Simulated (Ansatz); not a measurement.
Rows from a G0W0 calculation on KMgF3 (Pm-3m) (Ansatz 0.2.0; G0W0 on PBE, plane waves, PAW; 4×4×4 mesh, 143 empty bands, screening to 100 eV, hard PAW files), in eV. Spin-orbit coupling is left out.

```csv
row,k,band,start,Σx,Σc at the solution,Vxc
A,Γ,c1,10.128,-7.148,-3.294,-11.818
B,"(-0.500, -0.500, -0.500)",c1,13.260,-6.222,-3.582,-11.896
C,Γ,v1,2.485,-31.815,5.370,-24.000
D,"(-0.500, -0.500, -0.500)",v1,2.804,-32.069,5.486,-24.149
E,Γ,c2,12.894,-5.031,-3.467,-10.457
```

**Question.** Give the quasiparticle energies and the shift of each level.

The quasiparticle equation reads E = start + Σx + Σc(E) − Vxc.

```csv
row,E (eV),shift (eV)
A,11.504,+1.376
B,15.352,+2.092
C,0.039,−2.445
D,0.370,−2.433
E,14.854,+1.960
```

Limits: not at the basis limit; coarse k mesh.

[Paths, hosts, dates, memory and timing lines, banners, echoed tables and standing remarks are left out of the program output.]

[Logs are printed without paths, hosts, clocks, repeated set-up lines and the standing remarks that a program may print on its own settings, such as how far it seeks lower states.]

[Runs of the session that timed out or met a known fault of the program may be left out.]

[Cells called generated may have been cut or substituted from an entry of the Crystallography Open Database or the Materials Project.]

[Hosts, paths, dates, database ids (printed as entryN), source tags and the programs' standing remarks are cut or masked in the printed files.]
